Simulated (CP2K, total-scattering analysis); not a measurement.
# acetonitrile: run and scatter

Aim: the structure of acetonitrile at 300 K, and the X-ray and neutron patterns it would give.

Method: ab initio molecular dynamics with CP2K (revPBE-D3(BJ), Gaussian and plane waves, DZVP-MOLOPT-SR basis, GTH potentials, 300 Ry, CSVR thermostat, no spin, fixed volume, H with the mass of D). Composition: 16 acetonitrile; C 33.3, N 16.7, H 50.0 atom %; 96 atoms. The average runs over 0.61 ps of 96 atoms, so shells between rare elements are rough. Mean temperature 300 K, largest m.s.d. 2.98 Å², energy drift -2 meV an atom (last third less first, no steady trend); the first quarter of the run is discarded. Start: last frame of a classical run of this cell at the same density and temperature. So short a stretch relaxes bonds and nearest shells but still remembers its start.

## The run

The step of 1 fs has to resolve the fastest vibration, that of H (given the mass of D, which leaves classical structure unchanged and allows a longer step). The volume is fixed, since the run is too short for a cell to find its own. One k-point, Γ, is the usual economy for a cell of this size. Orbital transformation skips diagonalisation and needs a gap, which this system has. A dispersion term is added because semilocal functionals bind large anions and molecules too weakly, which shows as excess pressure at a given density.

md.inp:

```
&GLOBAL
  PROJECT md
  RUN_TYPE MD
  PRINT_LEVEL LOW
  WALLTIME 4389
&END GLOBAL
&FORCE_EVAL
  METHOD QUICKSTEP
  &DFT
    BASIS_SET_FILE_NAME BASIS_MOLOPT
    POTENTIAL_FILE_NAME GTH_POTENTIALS
    &MGRID
      CUTOFF 300
      REL_CUTOFF 40
    &END MGRID
    &QS
      EPS_DEFAULT 1.0E-10
      EXTRAPOLATION ASPC
      EXTRAPOLATION_ORDER 3
    &END QS
    &SCF
      SCF_GUESS ATOMIC
      EPS_SCF 5.0E-6
      IGNORE_CONVERGENCE_FAILURE
      MAX_SCF 30
      &OT
        MINIMIZER DIIS
        PRECONDITIONER FULL_SINGLE_INVERSE
      &END OT
      &OUTER_SCF
        MAX_SCF 6
        EPS_SCF 5.0E-6
      &END OUTER_SCF
      &PRINT
        &RESTART OFF
        &END RESTART
      &END PRINT
    &END SCF
    &XC
      &XC_FUNCTIONAL
        &PBE
          PARAMETRIZATION REVPBE
        &END PBE
      &END XC_FUNCTIONAL
      &VDW_POTENTIAL
        POTENTIAL_TYPE PAIR_POTENTIAL
        &PAIR_POTENTIAL
          TYPE DFTD3(BJ)
          PARAMETER_FILE_NAME dftd3.dat
          REFERENCE_FUNCTIONAL revPBE
        &END PAIR_POTENTIAL
      &END VDW_POTENTIAL
    &END XC
  &END DFT
  &SUBSYS
    &CELL
      ABC 11.1825 11.1825 11.1825
    &END CELL
    &COORD
      C 5.4414 4.3925 7.4733
      C 4.9538 4.3645 8.8867
      N 4.3835 4.0682 9.8965
      H 6.5708 4.4204 7.3872
[... 90 atom lines left out ...]
      H 7.6589 6.1493 9.1193
      H 7.9653 7.7003 8.4338
    &END COORD
    &KIND C
      BASIS_SET DZVP-MOLOPT-SR-GTH
      POTENTIAL GTH-PBE-q4
    &END KIND
    &KIND N
      BASIS_SET DZVP-MOLOPT-SR-GTH
      POTENTIAL GTH-PBE-q5
    &END KIND
    &KIND H
      BASIS_SET DZVP-MOLOPT-SR-GTH
      POTENTIAL GTH-PBE-q1
      MASS 2.014
    &END KIND
  &END SUBSYS
  STRESS_TENSOR NONE
&END FORCE_EVAL
&MOTION
  &MD
    ENSEMBLE NVT
    STEPS 6000
    TIMESTEP 1
    TEMPERATURE 300
    &THERMOSTAT
      TYPE CSVR
      &CSVR
        TIMECON 30
      &END CSVR
    &END THERMOSTAT
  &END MD
  &PRINT
    &RESTART OFF
    &END RESTART
    &RESTART_HISTORY OFF
    &END RESTART_HISTORY
  &END PRINT
&END MOTION
```

```console
$ OMP_NUM_THREADS=1 mpirun -n 8 cp2k.psmp -i md.inp
```

```text
[a thinned log: between the lines shown up to 5 are left out unmarked, longer gaps are marked]
DBCSR| CPU Multiplication driver                                           BLAS (U)
 DBCSR| Multrec recursion limit                                              512 (U)
 DBCSR| Multiplication stack size                                           1000 (D)
 DBCSR| Maximum elements for images                                    UNLIMITED (U)
 DBCSR| Multiplicative factor virtual images                                   1 (U)
 DBCSR| Use multiplication densification                                       T (D)
 DBCSR| Multiplication size stacks                                             3 (U)
 DBCSR| Use memory pool for CPU allocation                                     F (U)
 DBCSR| Number of 3D layers                                               SINGLE (U)
 DBCSR| Use MPI memory allocation                                              F (U)
 DBCSR| Use RMA algorithm                                                      F (U)
 DBCSR| Use Communication thread                                               T (U)
 DBCSR| Communication thread load                                             87 (D)
 DBCSR| MPI: My process id                                                     0
[... 15 lines left out ...]
 GLOBAL| Diagonalization library                                       ScaLAPACK
[... 28 lines left out ...]
 **   ##  ## ##  ##   ##  ##  ##      ####     ###    ##   ######   ######    **
[... 28 lines left out ...]
                        max_scf_history:                                       0
[... 28 lines left out ...]

[... 28 lines left out ...]
 MD_VEL| COM velocity            -0.0000000000     0.0000000000    -0.0000000000
[... 28 lines left out ...]
     3 OT DIIS     0.80E-01    0.8     0.02090122      -363.2561727979 -5.84E+00
[... 28 lines left out ...]
  Leaving inner SCF loop after reaching    30 steps.
[... 28 lines left out ...]

[... 28 lines left out ...]
 MD_INI| MD initialization
[... 28 lines left out ...]
                                         safer DIIS on
[... 28 lines left out ...]
  Exchange-correlation energy:                               -112.63680391031446
[... 28 lines left out ...]

[... 28 lines left out ...]
     6 OT DIIS     0.80E-01    0.8     0.00000243      -370.1673390360 -4.05E-07
[... 28 lines left out ...]
 MD| CPU time per MD step [s]                      6.278030            21.267775
[... 14 lines left out ...]
 MD| ---------------------------------------------------------------------------
 MD|                                          Instantaneous             Averages
 MD| CPU time per MD step [s]                      5.622343             5.443048
 MD| Energy drift per atom [K]          -0.484046152708E+00   0.241864543395E+00
 MD| Potential energy [hartree]         -0.370179255239E+03  -0.370170523094E+03
 MD| Kinetic energy [hartree]            0.139758825731E+00   0.136343938252E+00
 MD| Temperature [K]                             309.700309           302.133046
 MD| ***************************************************************************
 MD| Estimated peak process memory after this step [MiB]                     310

 ----------------------------
```

Time and hardware: 73 min on 8 threads of Arm Neoverse V1, with other jobs on the host, peak memory 2.4 GiB.

## Analysis

S(Q) is the Faber–Ziman total, Σ ci cj fi fj (Sij − 1)/⟨f⟩² + 1. Below 4 Å⁻¹ the partials are summed on the cell's own reciprocal vectors (from 0.56 Å⁻¹) and folded with a Gaussian of σ = 0.12 Å⁻¹; above it they are transforms of g(r) out to 7.6 Å, tapered over the last 40 %. The fold lowers sharp peaks, and with so few vectors their positions are good to about 0.1 Å⁻¹. X-rays take neutral-atom form factors, neutrons coherent lengths (C 6.6472, N 9.36, H 6.6681 fm). Hydrogen is taken as deuterium. G(r) = 4πrρ₀[g(r) − 1] carries the resolution of a Lorch-windowed transform up to 20 Å⁻¹. The patterns are simulated, not measured. The cell is small: beyond half the box only the part of each shell inside it is counted, and low-Q values rest on few vectors. It is averaged over 122 frames.

```csv
T (K),state,density (g/cm³),first clear X-ray maximum (Å⁻¹),its height (X-ray),first clear neutron maximum (Å⁻¹),its height (neutron),N–N (Å),N around N,held,"D over the elements, rough (10⁻⁹ m²/s)"
300,liquid,0.780,1.65,3.01,1.59,2.24,3.81,2.61,volume,-
```

X-ray S(Q):

```
Q (Å⁻¹)  300 K
    0.8  -0.21
    1.1   0.40
    1.4   1.23
    1.7   2.96
    2.0   1.84
    2.3   1.13
    2.6   0.70
    2.9   0.67
    3.2   0.63
    3.5   0.70
    3.8   0.64
    4.1   0.62
    4.4   0.68
    4.7   0.79
    5.0   0.97
    5.3   1.16
    5.6   1.26
    5.9   1.26
    6.2   1.19
    6.5   1.10
    6.8   1.04
    7.1   1.04
    7.4   1.06
    7.7   1.03
    8.0   0.99
    8.3   0.94
    8.6   0.89
    8.9   0.87
```

At 300 K the maxima of S(Q), Q in Å⁻¹ (height), are X-ray: 1.65 (3.01), 3.46 (0.70), 5.74 (1.27), 12.60 (1.10); neutron: 1.59 (2.24), 4.45 (0.94), 6.64 (1.18), 12.49 (1.11). Its shells:

| pair | first peak (Å) | g there | first minimum (Å) | g there | neighbours | kind | X-ray weight (f = Z) | neutron weight |
| --- | --- | --- | --- | --- | --- | --- | --- | --- |
| C–H | 1.10 | 30.7 | 1.40 | 0.00 | 1.5 H per C, 1.0 C per H | within molecules | 0.15 | 0.29 |
| C–N | 1.17 | 33.7 | 1.50 | 0.00 | 0.5 N per C, 1.0 C per N | within molecules | 0.35 | 0.14 |
| C–C | 1.45 | 17.2 | 1.86 | 0.00 | 1.0 | within molecules | 0.30 | 0.10 |
| H–H | 1.78 | 9.2 | 2.10 | 0.08 | 2.0 | within molecules | 0.02 | 0.22 |
| N–H | 3.15 | 4.4 | 3.56 | 0.98 | 8.1 H per N, 2.7 N per H | 62 % within molecules at the peak | 0.09 | 0.21 |
| N–N | 3.81 | 1.5 | 4.41 | 0.98 | 2.6 | between molecules | 0.10 | 0.05 |

The tapered transform alone would put 2.65 at the X-ray maximum of 1.65 Å⁻¹, where the reciprocal vectors give 3.01: a cut in r lowers sharp peaks, which is why the direct sum is used there.

**Reading.** Distances within molecules give the sharpest pair functions, and with hydrogen they rule the neutron S(Q) at high Q: C–H 1.10 Å, C–N 1.17 Å, C–C 1.45 Å and H–H 1.78 Å (first peaks only). No H sits on O, N or F, so there are no conventional hydrogen bonds; the first peak of S(Q) reflects the packing of whole molecules.

[Logs are printed without paths, hosts, clocks, repeated set-up lines and the standing remarks that a program may print on its own settings, such as how far it seeks lower states.]
